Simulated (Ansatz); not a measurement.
## Li2HgF4 (built on the sites of a database entry of Cs2HgF4): following an unstable mode

Wanted: the energy along a soft mode of Li2HgF4 (built on the sites of a database entry of Cs2HgF4) and the structure at the end.

Main program and level: Ansatz 0.2.0; DFT PBEsol, scalar-relativistic, plane waves, PAW.

The structure was built from a prototype and need not be the compound's stable phase.

## 1. Starting point

Symmetry: I4/mmm, No. 139, tetragonal system. The conventional cell has a = 4.540 Å, b = 4.540 Å, c = 10.845 Å, α = 90.00°, β = 90.00°, γ = 90.00°. Nearest to Li lie 1 F at 1.70 Å. Nearest to Hg lie 6 F at 2.20 to 2.27 Å. Nearest to F lie 1 Li at 1.70 Å and 1 Hg at 2.20 Å. Nearest to F lie 2 Hg at 2.27 Å. Farther neighbours and most contacts between anions are not listed.

## 2. Modes at Γ

The cell comes from relaxations at this level that are not shown. The zone centre is the only wavevector solved here; it holds the modes that light can see, as far as symmetry allows. The response to a homogeneous field gives the Born charges and the dielectric tensor.

Contents of input.yaml:

```yaml
crystal:
  lattice:
    - [-2.2698744399, 2.2698744399, 5.4223198673]
    - [2.2698744399, -2.2698744399, 5.4223198673]
    - [2.2698744399, 2.2698744399, -5.4223198673]
  atoms:
    - { symbol: Li, position: [0.3590037198, 0.3590037198, 0.0] }
    - { symbol: Li, position: [0.6409962802, 0.6409962802, 0.0] }
    - { symbol: Hg, position: [0.0, 0.0, 0.0] }
    - { symbol: F, position: [0.2024518664, 0.2024518664, 0.0] }
    - { symbol: F, position: [0.7975481336, 0.7975481336, 0.0] }
    - { symbol: F, position: [0.0, 0.5, 0.5] }
    - { symbol: F, position: [0.5, 0.0, 0.5] }
kpoints:
  mp_grid: { grid: [8, 8, 8] }
hamiltonian:
  xc: pbesol
scf:
  occupations: { method: fixed }
output:
  eigenvalues: true
phonons:
  method: dfpt
  dielectric: true
  rigid_motions: translations
```

Command:

```sh
> ansatz run input.yaml --threads 8 --pin off --max-ram 14336MiB --backend cpu --events-out ev --progress --plain --runs-dir out
```

Numbers of over 12 decimals in the logs are rounded to 6 here.

Output:

```text
Engine: ansatz 0.2.0, aarch64-unknown-linux-gnu
Pseudopotentials: kind: paw
Pseudopotential: Li, paw, valence charge 3, recommended cutoff 420 eV (normal), Li.paw.azcp
Pseudopotential: Hg, paw, valence charge 20, recommended cutoff 420 eV (normal), Hg.paw.azcp
Pseudopotential: F, paw, valence charge 7, recommended cutoff 420 eV (normal), F.paw.azcp
Functional definition: PBEsol
  exchange = pbesol_x
  correlation = pbesol_c
Crystal: 7 atoms, lattice volume = 111.750 Å³
Basis set: ecut = 420 eV, 2195 PW (Γ), exchange–correlation on 90×90×90 points (8 copies of the dense FFT grid, shifted against one another)
Bands: 34, of which v1, the nominal top of the filled ones, is band 27 counted from 1 (26 counted from 0)
Symmetry: 16 space group operations
k-points: 260 of 512 (irreducible under 1 space group operation, time reversal used)
Non-local potential: Li, projectors of the file, l = 0: 3, l = 1: 2, l = 2: 1
Non-local potential: Hg, projectors of the file, l = 0: 3, l = 1: 2, l = 2: 2, l = 3: 1
Non-local potential: F, projectors of the file, l = 0: 2, l = 1: 2, l = 2: 1
PAW form: soft (Blöchl's): semilocal exchange-correlation on the pseudo side does not see the compensation charge
PAW frozen core: Hg, regenerated for the run's functional, and the local potential with it (the file was generated under x = pbe(κ = 0.804, μ = 0.219515), c = pbe(β = 0.066725))
PAW frozen core: F, regenerated for the run's functional, and the local potential with it (the file was generated under x = pbe(κ = 0.804, μ = 0.219515), c = pbe(β = 0.066725))
PAW one-centre angular grid: Li, 110 points (default); XC on 64 Gauss nodes
PAW one-centre angular grid: Hg, 590 points (default); XC on 64 Gauss nodes
PAW one-centre angular grid: F, 110 points (default); XC on 64 Gauss nodes
Initial density: superposition of atomic densities (neutral atoms: chi_scale 0, normalization atom), corrected by the library's trained network
Initial wavefunctions: pseudopotential atomic-orbital guess
Functional: x = pbesol(κ = 0.804, μ = 0.123457), c = pbesol(β = 0.046)
SCF iter   1: F=—  HF=-17278.294836 eV  |F-HF|=—  |Δ(HF+E_count)|=         —  Δρ=1.19e-2  dr2=9.88e-2  ethr=1.77e-3  ⟨swp⟩=4.9  Hψ=30742  notcnv=0  defer=1288
preconditioner: auto → Resta (q_TF=auto, 2.417 Å⁻¹)  ε∞=3.6  [insulator: Δε(μ)=1.676 eV  Ē_g=14.147 eV  n_scr=32 (ndim 8)  ℏωp=22.8 eV  f_vac=0.295  ε∞_Penn≈3.6]
SCF iter   2: F=—  HF=-17278.268965 eV  |F-HF|=—  |Δ(HF+E_count)|=   2.59e-2  Δρ=2.91e-3  dr2=4.55e-3  ethr=1.83e-4  ⟨swp⟩=2.0  Hψ=16394  notcnv=0  defer=1293
SCF iter   3: F=—  HF=-17278.267961 eV  |F-HF|=—  |Δ(HF+E_count)|=   1.00e-3  Δρ=9.91e-4  dr2=8.40e-4  ethr=8.42e-6  ⟨swp⟩=2.0  Hψ=13619  notcnv=0  defer=1299
SCF iter   4: F=—  HF=-17278.267862 eV  |F-HF|=—  |Δ(HF+E_count)|=   9.89e-5  Δρ=2.25e-4  dr2=6.59e-5  ethr=1.55e-6  ⟨swp⟩=2.0  Hψ=14676  notcnv=0  defer=1299
SCF iter   5: F=—  HF=-17278.267862 eV  |F-HF|=—  |Δ(HF+E_count)|=   2.97e-7  Δρ=1.63e-4  dr2=2.30e-5  ethr=1.22e-7  ⟨swp⟩=2.0  Hψ=12532  notcnv=0  defer=685
SCF iter   6: F=—  HF=-17278.267862 eV  |F-HF|=—  |Δ(HF+E_count)|=   6.61e-8  Δρ=4.73e-5  dr2=1.96e-6  ethr=4.26e-8  ⟨swp⟩=2.0  Hψ=13264  notcnv=0  defer=665
SCF iter   7: F=—  HF=-17278.267937 eV  |F-HF|=—  |Δ(HF+E_count)|=   7.49e-5  Δρ=1.01e-5  dr2=1.68e-7  ethr=3.63e-9  ⟨swp⟩=2.3  Hψ=12457  notcnv=0  defer=665
SCF iter   8: F=—  HF=-17278.267937 eV  |F-HF|=—  |Δ(HF+E_count)|=   2.06e-7  Δρ=1.82e-6  dr2=7.14e-9  ethr=3.11e-10  ⟨swp⟩=2.3  Hψ=13055  notcnv=0  defer=665
SCF iter   9: F=—  HF=-17278.267937 eV  |F-HF|=—  |Δ(HF+E_count)|=   8.58e-9  Δρ=3.68e-7  dr2=3.36e-10  ethr=1.32e-11  ⟨swp⟩=2.1  Hψ=13280  notcnv=0  defer=665
SCF iter  10: F=-17278.267937 eV  HF=-17278.267937 eV  |F-HF|=4.00e-11  |Δ(HF+E_count)|=  1.67e-10  Δρ=1.18e-7  dr2=2.75e-11  ethr=1.00e-12  ⟨swp⟩=11.8  Hψ=49147  notcnv=0
SCF 1 converged in 10 iterations: F = -17278.267937 eV  dr2 = 2.75e-11
  greatest PAW one-centre occupation: 1.000 electrons in one spin orbital (limit 2), on the Hg atom at site 2 (counted from 0), in its partial waves of l = 0
NSCF: frozen V_eff on 3 k-points
DFPT response loops at Γ: preconditioner auto → none (the input reference at scf.mixing.eps_inf says where Resta's filter doesn't serve); β = 0.50; Broyden in place of MSR1
SCF converged after 10 iterations
Free energy (F): -17278.267937 eV
Harris-Foulkes:  -17278.267937 eV  (|F-HF|=4.00e-11)
Internal energy: -17278.267937 eV  (E = F + TS)
E sigma→0 (E₀):  -17278.267937 eV
Fermi energy:    2.165526 eV
--- Per-component energies (eV) ---
  E_band       = -929.009990
  E_kinetic    = 1467.479516
  E_local      = -7112.436009  (includes V_loc(G=0)·N_el)
  E_nonlocal   = 310.177277
  E_hartree    = 2912.628817
  E_xc         = -551.600400
  E_vxc        = -690.639710  (∫ρ·V_xc dr)
  E_paw        = -10614.583271  (= ΣΔE_a)
  E_vpaw       = -728.857727  (= ΣTr[D̂ρ^β])
  E_aug_tail   = 0.009051  (compensation charges beyond the density's cutoff)
  E_ewald      = -3690.441339
  E_core_change = 0.498422  (= ΣΔE_core)
  E_smearing   = -0.000000  (= −TS)
  E_closure    = -0.000000  (closes the sum)
  Σ components = -17278.267937   (vs F -17278.267937, Δ=0.00e0)
--- Band table (eV; the first three rows and the last of 260) ---
  k-point 0: bands = [... 23 lower, 0.1366, 0.1366, 0.2677, 0.2677, 3.8734, 8.2831, 9.8974, 10.7517, ... 3 higher]
  k-point 1: bands = [... 23 lower, 0.1139, 0.2112, 0.3035, 0.6876, 4.2082, 8.3510, 9.9960, 10.7488, ... 3 higher]
  k-point 2: bands = [... 23 lower, 0.1793, 0.3821, 0.8562, 1.3236, 5.1434, 8.4756, 9.8320, 10.3811, ... 3 higher]
  k-point 259: bands = [... 23 lower, -0.1925, 0.0425, 0.5663, 0.5663, 4.3592, 7.8453, 8.5098, 11.3664, ... 3 higher]
--- Phonons (Γ-DFPT): 9 representative perturbations + reference, on 260 of 512 k-points (Σ response iterations 35) ---
  k mesh reduced under 1 symmetry operation, with k and −k counted as one. Each operation leaves every solved perturbation unchanged. A smaller set is not considered because the run solves the response to a homogeneous field
  ASR residual: 1.552e-4 → 0.000e0 eV/Å²; symmetrization residual: 3.427e-6 eV/Å²
  ASR residual per site (eV/Å²): 1.32e-4 1.32e-4 9.56e-6 1.55e-4 1.55e-4 8.91e-5 8.91e-5
  Γ frequencies (cm⁻¹): -245.47 -245.47 -175.96 -175.96 -97.06 -97.06 -32.71 0.00 0.00 0.00 83.23 110.37 110.37 115.60 115.60 290.45 347.25 403.23 403.23 622.15 644.14
  ε∞ (high-frequency dielectric tensor):
        2.652687     0.000000     0.000000
        0.000000     2.652687     0.000000
       -0.000000    -0.000000     2.233118
  softest optical mode at Γ: -245.47 cm⁻¹; the repairs (sum rule, projections) moved no ω² at Γ by more than (2.83 cm⁻¹)²
  Born effective charges Z* (e; rows j = field, columns β = displacement):
    site 0:
         1.08389    0.00000   -0.00000
         0.00000    1.08389   -0.00000
        -0.00000   -0.00000    1.23124
    site 1:
         1.08389    0.00000    0.00000
         0.00000    1.08389    0.00000
        -0.00000   -0.00000    1.23124
    site 2:
         2.41186    0.00000   -0.00000
         0.00000    2.41186   -0.00000
         0.00000    0.00000    2.28513
    site 3:
        -0.80051    0.00000    0.00000
         0.00000   -0.80051    0.00000
        -0.00000   -0.00000   -1.68390
    site 4:
        -0.80051    0.00000   -0.00000
         0.00000   -0.80051    0.00000
         0.00000   -0.00000   -1.68390
    site 5:
        -2.03335    0.00000    0.00000
         0.00000   -0.94528    0.00000
        -0.00000   -0.00000   -0.68991
    site 6:
        -0.94528    0.00000    0.00000
         0.00000   -2.03335    0.00000
        -0.00000    0.00000   -0.68991
  Z* charge neutrality: 1.314e-4 e pre-enforcement
  k-mesh period / interband length: 36.3 Å / 1.18 Å = 30.76 at k = (0.1250, -0.1250, 0.1250), direct gap 3.356 eV — 14 or more, which is no proof of convergence
  optical modes at Γ without the LO–TO term, one row a degenerate level:
      ω (cm⁻¹)  modes    IR ((D/Å)²/amu)
       -245.47      2            18.4368
       -175.96      2             0.0000
        -97.06      2             3.0489
        -32.71      1             0.0000
         83.23      1             2.0463
        110.37      2             0.0000
        115.60      2             0.0482
        290.45      1             0.0341
        347.25      1             0.0000
        403.23      2            10.7506
        622.15      1            16.6418
        644.14      1             0.0000
  optical modes at Γ + LO–TO along q̂ = [1.0000, 0.0000, 0.0000]:
      ω (cm⁻¹)  modes    IR ((D/Å)²/amu)
       -245.47      1             9.2184
       -175.96      2             0.0000
       -159.17      1             1.4051
        -97.06      1             1.5245
[...]
optical modes at Γ + LO–TO along q̂ = [0.0000, 1.0000, 0.0000]:
      ω (cm⁻¹)  modes    IR ((D/Å)²/amu)
[...]
optical modes at Γ + LO–TO along q̂ = [0.0000, 0.0000, 1.0000]:
      ω (cm⁻¹)  modes    IR ((D/Å)²/amu)
       -245.47      2            18.4368
       -175.96      2             0.0000
        -97.06      2             3.0489
        -32.71      1             0.0000
        110.37      2             0.0000
        115.60      2             0.0482
        139.63      1             1.0463
        290.85      1             0.0220
        347.25      1             0.0000
        403.23      2            10.7506
        644.14      1             0.0000
        730.95      1            17.6539
```

It took 4.8 min on 8 threads of Arm Neoverse V1, shared host; peak memory 3.7 GiB; 36 min of CPU time.

In the SCF lines HF is the Harris–Foulkes energy and dr2 the Hartree energy of the density residual, in eV; the loop may stop once dr2 is under the threshold and the program's other checks hold. Hψ counts applications of the Hamiltonian.

Numbers from this step:

| Property | Result |
| --- | --- |
| gap on the k-mesh | 1.708 eV |
| volume per atom | 15.96 Å³ |
| sum-rule residual before enforcement | 1.55e-4 eV/Å² |
| miss of the charge sum rule | 1.31e-4 e |
| point group | 4/mmm |
| highest optical mode at the zone centre (no LO-TO term) | 644.1 cm⁻¹ |
| lowest optical zone-centre mode | -245.5 cm⁻¹ |
| mean high-frequency dielectric constant | 2.513 |
| largest Born charge (third of the trace) | 2.370 e |
| top of the zone-centre spectrum with the field | 731.0 cm⁻¹ |

Without the LO-TO term. Patterns of degenerate modes are one choice out of their space. The modes at Γ (shares of kinetic energy by element, %) (negative means imaginary):

| mode | frequency (cm⁻¹) | symmetry | Li % | Hg % | F % |
| --- | --- | --- | --- | --- | --- |
| 1 | -245.5 | Eu | 57 | 0 | 42 |
| 2 | -245.5 | Eu | 57 | 0 | 42 |
| 3 | -176.0 | Eg | 91 | 0 | 9 |
| 4 | -176.0 | Eg | 91 | 0 | 9 |
| 5 | -97.1 | Eu | 7 | 1 | 92 |
| 6 | -97.1 | Eu | 7 | 1 | 92 |
| 7 | -32.7 | B2u | 0 | 0 | 100 |
| 8 | 0.0 | acoustic | 5 | 69 | 26 |
| 9 | 0.0 | acoustic | 5 | 69 | 26 |
| 10 | 0.0 | acoustic | 5 | 69 | 26 |
| 11 | 83.2 | A2u | 1 | 13 | 86 |
| 12 | 110.4 | Eg | 9 | 0 | 91 |
| 13 | 110.4 | Eg | 9 | 0 | 91 |
| 14 | 115.6 | Eu | 31 | 23 | 46 |
| 15 | 115.6 | Eu | 31 | 23 | 46 |
| 16 | 290.4 | A2u | 35 | 18 | 47 |
| 17 | 347.2 | A1g | 25 | 0 | 75 |
| 18 | 403.2 | Eu | 0 | 6 | 94 |
| 19 | 403.2 | Eu | 0 | 6 | 94 |
| 20 | 622.1 | A2u | 60 | 0 | 40 |
| 21 | 644.1 | A1g | 75 | 0 | 25 |

Displacements in mode 1 (-245.5 cm⁻¹), the largest set to 1:
```
Li1 -1.00 -0.04  0.00
Li2 -1.00 -0.04  0.00
Hg3 -0.02  0.00  0.00
F4   0.12  0.01  0.00
F5   0.12  0.01  0.00
F6   0.01  0.03  0.00
F7   0.71  0.00  0.00
```

Displacements in mode 6 (-97.1 cm⁻¹), the largest set to 1:
```
Li1 -0.54 -0.01  0.00
Li2 -0.54 -0.01  0.00
Hg3 -0.06  0.00  0.00
F4   1.00  0.02  0.00
F5   1.00  0.02  0.00
F6  -0.04 -0.02  0.00
F7  -0.92  0.00  0.00
```

Before it was imposed, the acoustic sum rule was missed by 1.6e-4 eV/Å² and the charge sum rule by 1.3e-4 e. Small misses are needed for a sound result but don't prove that mesh and cutoff are converged. The lowest optical mode is imaginary, 245.5i cm⁻¹, so the energy falls along it.

## 3. The mode frozen in, largest atomic shift 0 Å

The mode followed lies at Γ with frequency 245.5i cm⁻¹ and is 2-fold degenerate, the softest among the wavevectors solved. At small amplitude the distorted cell has space group no. 42 by a symmetry search on the positions. The undistorted cell that holds it gives the zero of energy on the same k mesh.

Changes to input.yaml since step 2:

```diff
@@ -18,8 +18,6 @@
 scf:
-  occupations: { method: fixed }
+  occupations: { method: gaussian, width: 0.02 }
 output:
+  forces: true
+  stress: true
   eigenvalues: true
-phonons:
-  method: dfpt
-  dielectric: true
-  rigid_motions: translations
```

Output:

```text
[...]
Crystal: 7 atoms, lattice volume = 111.750 Å³
Basis set: ecut = 420 eV, 2195 PW (Γ), exchange–correlation on 90×90×90 points (8 copies of the dense FFT grid, shifted against one another)
Bands: 34, of which v1, the nominal top of the filled ones, is band 27 counted from 1 (26 counted from 0)
Symmetry: 16 space group operations
[...]
k-points: 59 of 512
[...]
k-point 0: bands = [... 23 lower, 0.1365, 0.1365, 0.2676, 0.2676, 3.8734, 8.2830, 9.8972, 10.7517, ... 2 higher]
  k-point 1: bands = [... 23 lower, 0.1139, 0.2111, 0.3035, 0.6876, 4.2082, 8.3509, 9.9958, 10.7488, ... 2 higher]
  k-point 2: bands = [... 23 lower, 0.1792, 0.3821, 0.8562, 1.3236, 5.1434, 8.4754, 9.8320, 10.3810, ... 2 higher]
  k-point 58: bands = [... 23 lower, -0.1925, 0.0424, 0.5663, 0.5663, 4.3592, 7.8452, 8.5096, 11.3664, ... 2 higher]
[key lines of the parts left out:]
SCF converged after 8 iterations
Free energy (F): -17278.267937 eV
Fermi energy:    3.019671 eV
P = ⅓ Tr σ = 0.0027 GPa (0.027 kbar)
```

The job ended after 1.8 s (8 threads; peak memory 0.62 GiB).

Numbers from this step:

```
pressure                         : 0.002662 GPa
energy from the undistorted cell : 0 meV/atom
```

At this level the gap is 1.71 eV on the k-mesh of the self-consistent run, which can miss the band edges.

## 4. The mode frozen in, largest atomic shift 0.6 Å

The atoms are moved along the unstable eigenvector, the largest shift by 0.6 Å, with the cell fixed.

input.yaml, the sections that differ from step 3:

```yaml
crystal:
  lattice:
    - [-2.2698744399, 2.2698744399, 5.4223198673]
    - [2.2698744399, -2.2698744399, 5.4223198673]
    - [2.2698744399, 2.2698744399, -5.4223198673]
  atoms:
    - { symbol: Li, position: [0.2655483151, 0.4524591244, 0.0] }
    - { symbol: Li, position: [0.5475408756, 0.7344516849, 0.0] }
    - { symbol: Hg, position: [-0.0020924729, 0.0020924729, 0.0] }
    - { symbol: F, position: [0.2139071161, 0.1909966168, 0.0] }
    - { symbol: F, position: [0.8090033832, 0.7860928839, 0.0] }
    - { symbol: F, position: [0.0666230803, 0.4991631248, 0.5657862051] }
    - { symbol: F, position: [0.5008368752, -0.0666230803, 0.4342137949] }
# kpoints, hamiltonian, scf, output: as in step 3
```

Output:

```text
[...]
Crystal: 7 atoms, lattice volume = 111.750 Å³
Basis set: ecut = 420 eV, 2195 PW (Γ), exchange–correlation on 90×90×90 points (8 copies of the dense FFT grid, shifted against one another)
Bands: 34, of which v1, the nominal top of the filled ones, is band 27 counted from 1 (26 counted from 0)
Symmetry: 4 space group operations
[...]
k-points: 95 of 512 (time reversal used)
[...]
k-point 0: bands = [... 23 lower, -0.0390, 0.1048, 0.2240, 0.2596, 3.7672, 8.8138, 9.8174, 10.8496, ... 2 higher]
  k-point 1: bands = [... 23 lower, 0.0693, 0.1715, 0.1738, 0.6643, 4.0926, 8.8788, 9.8585, 10.8393, ... 2 higher]
  k-point 2: bands = [... 23 lower, -0.0033, 0.3348, 0.6903, 1.2269, 4.9797, 8.9299, 9.9570, 10.8026, ... 2 higher]
  k-point 94: bands = [... 23 lower, -0.2054, 0.0647, 0.3944, 0.5170, 4.3975, 7.7874, 8.8903, 11.2749, ... 2 higher]
[key lines of the parts left out:]
SCF converged after 8 iterations
Free energy (F): -17278.970071 eV
Fermi energy:    2.695630 eV
P = ⅓ Tr σ = -1.2811 GPa (-12.811 kbar)
```

The job ended after 4.3 s (8 threads; peak memory 0.65 GiB; 32 s of CPU time).

This step gave:

```yaml
pressure: -1.281 GPa
gap_on_the_k_mesh: 2.144 eV
energy_from_the_undistorted_cell: -100.3 meV/atom
```

The energy, extrapolated to zero smearing, is -100.31 meV/atom against the undistorted cell.

The run ends at a pressure of -1.28 GPa, with forces up to 0.77 eV/Å.

## 5. Energy along the mode, all amplitudes (two of the runs are shown above)

An imaginary frequency means negative curvature, so the energy should fall and then rise again as anharmonic terms take over.

Numbers from this step:

```yaml
depth_at_the_lowest_point_sampled: 100.3 meV/atom
largest_atomic_shift_at_that_point: 0.6 Å
```

The energy from the parent by largest atomic shift:

| largest atomic shift (Å) | energy from the parent (meV/atom) |
| --- | --- |
| 0.000 | 0 |
| 0.040 | -0.612 |
| 0.080 | -2.44 |
| 0.140 | -7.38 |
| 0.220 | -17.8 |
| 0.320 | -35.9 |
| 0.450 | -64.9 |
| 0.600 | -100 |

Displacement at unit largest shift by atom:

| atom | x (Å) | y (Å) | z (Å) | size |
| --- | --- | --- | --- | --- |
| Li1 | 0.707 | -0.707 | 0.000 | 1.000 |
| Li2 | 0.707 | -0.707 | 0.000 | 1.000 |
| Hg3 | 0.016 | -0.016 | 0.000 | 0.023 |
| F4 | -0.087 | 0.087 | 0.000 | 0.123 |
| F5 | -0.087 | 0.087 | 0.000 | 0.123 |
| F6 | -0.006 | 0.504 | 0.000 | 0.504 |
| F7 | -0.504 | 0.006 | 0.000 | 0.504 |

The lowest of the steps tried is the last one, at 0.6 Å, 100 meV/atom below the parent; the bottom of the well need not coincide with a step.

(Part 1 of 2 ends here.)

[Logs are printed without paths, hosts, clocks, repeated set-up lines and the standing remarks that a program may print on its own settings, such as how far it seeks lower states.]

[Hosts, paths, dates, database ids (printed as entryN), source tags and the programs' standing remarks are cut or masked in the printed files.]
